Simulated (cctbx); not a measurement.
# Which space group?

Cell: a = 7.4270 Å, b = 7.4270 Å, c = 5.1950 Å, α = 90.00°, β = 90.00°, γ = 120.00°. Expected content of the cell: Mo10 Si6 N2.

The data are simulated with cctbx, not measured: synchrotron X-rays, λ = 0.4959 Å, to d = 0.84 Å, 70 % of the full sphere, strongest reflection 20000 counts, noise from counting, a 3 % proportional error and a noise floor of 2 counts (s.d.); no absorption.

Tests on the unmerged data give:

```text
1236 reflections to d = 0.841 A
centring   violations  <I/sigma> of those
    A        490 of   622     15.6
    B        471 of   614     15.1
    C        503 of   606     16.7
    I        491 of   623     15.5
    R        642 of   805     16.1
    F        732 of   921     15.8
Laue class    unique    Rint  (classes that these axes allow; Friedel mates merged)
P -1              808   0.021
P 1 1 2/m         487   0.026
P -3              299   0.027
P -3 1 m          175   0.029
P -3 m 1          188   0.028
P 6/m             170   0.029
P 6/m m m         117   0.030
space group    extra absences  I>4sigma  <I/sigma>
P 6 2 2                 0          0         -  acentric
P 63 2 2                4          0       0.2  acentric
P 6 m m                 0          0         -  acentric
P 63 c m              156          0      -0.0  acentric
P -6 m 2                0          0         -  acentric
P -6 c 2              156          0      -0.0  acentric
P -6 2 m                0          0         -  acentric
P 6/m m m               0          0         -  centric
P 63/m c m            156          0      -0.0  centric
Wilson B = 1.45 A^2   <|E^2-1|> = 0.793 (0.968 centric, 0.736 acentric)   E^2>4: 0.9 %
shell (A)         n   <I/sigma>
 6.43 - 1.67     21     42.9
 1.67 - 1.33     15     50.2
 1.33 - 1.16     15     40.8
 1.16 - 1.06     11     56.8
 1.06 - 0.98     16     39.8
 0.98 - 0.93     10     67.8
 0.93 - 0.88     16     43.6
 0.88 - 0.84     13     40.9
```

Q: Read the symmetry from these tables.

Every centring test has many violations, so the lattice is primitive.

Rint stays low (0.021 to 0.030) up to P 6/m m m, the highest class in these axes.

9 settings pass the absence test. The most absences obeyed, 156, belong to P 63 c m, P -6 c 2 and P 63/m c m, which absences can't tell apart.

⟨|E²−1|⟩ = 0.793 leans to a non-centrosymmetric structure. Here that hint misleads: the statistic assumes many like atoms on general positions, and few, heavy or special-position atoms break it. The Wilson B of 1.45 Å² means U ≈ 0.0184 Å².

The true group is P6_3/mcm (no. 193), Laue class 6/mmm, centrosymmetric. The tables only narrow the choice to the tied entries; cell content, site symmetry and trial solutions must settle it.

This is a model crystal, built by substitution and not relaxed, with assumed displacement parameters.

[Logs are printed without paths, hosts, clocks, repeated set-up lines and the standing remarks that a program may print on its own settings, such as how far it seeks lower states.]
